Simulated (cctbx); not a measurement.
# Fe3As: precision against data quality

Space group Cmcm (no. 63), a = 3.6130 Å, b = 16.8030 Å, c = 3.8510 Å, α = 90.00°, β = 90.00°, γ = 90.00°.

| atom | mult. | x | y | z | Ueq (Å²) |
| --- | --- | --- | --- | --- | --- |
| As1 | 4 | 1/2 | 0.8404 | 1/4 | 0.0212 |
| Fe1 | 4 | 1/2 | 0.6898 | 1/4 | 0.0202 |
| Fe2 | 4 | 0 | 0.9447 | 1/4 | 0.0211 |
| Fe3 | 4 | 0 | 0.5631 | 1/4 | 0.0204 |

The model is made up (kin elements in a known structure type, no relaxation), so it says nothing on whether the phase exists.

Five simulated data sets (cctbx; Ag Kα, λ = 0.56087 Å; 1.5 % proportional error) differ in resolution or exposure (noise floor 15 counts in the first three, 8 in the last two). Each is refined with the right model, isotropic at 1.1 Å and anisotropic otherwise. How do the figures of merit and the uncertainties move?

| d min (Å) | top counts | ⟨I/σ⟩ (unmerged, absences included) | unique | param. (scale apart) | Rint | R1 | GooF | largest s.u. xyz (fractional) | s.u. U of Fe1 (Å²) | largest error (Å) |
| --- | --- | --- | --- | --- | --- | --- | --- | --- | --- | --- |
| 1.1 | 70000 | 16.6 | 68 | 8 | 0.015 | 0.0047 | 0.73 | 0.00003 | 0.0002 | 0.0005 |
| 0.84 | 70000 | 13.7 | 139 | 16 | 0.014 | 0.0071 | 0.92 | 0.00002 | 0.0002 | 0.0010 |
| 0.6 | 70000 | 9.2 | 353 | 16 | 0.019 | 0.0100 | 0.96 | 0.00002 | 0.0001 | 0.0002 |
| 0.75 | 300 | 0.6 | 192 | 16 | 0.383 | 0.0733 | 0.88 | 0.00079 | 0.0067 | 0.0234 |
| 0.75 | 3000 | 2.9 | 192 | 16 | 0.070 | 0.0275 | 0.88 | 0.00012 | 0.0010 | 0.0039 |

The number of reflections grows roughly as 1/d³: 68, 139 and 353 here. R1 follows the noise rather than the truth: at 300 counts it is 0.0733, at 3000 counts 0.0275, while GooF is 0.88 and 0.88: the weights 1/σ² carry the noise. The s.u. of U (U11 where anisotropic) for Fe1 goes 0.0002, 0.0002, 0.0001 Å² with resolution and 0.0067, 0.0010 Å² with exposure.

Hardware for the 0.6 Å refinement: 0.32 s on 1 thread of Arm Neoverse V2, on a shared host, peak memory 0.09 GiB.
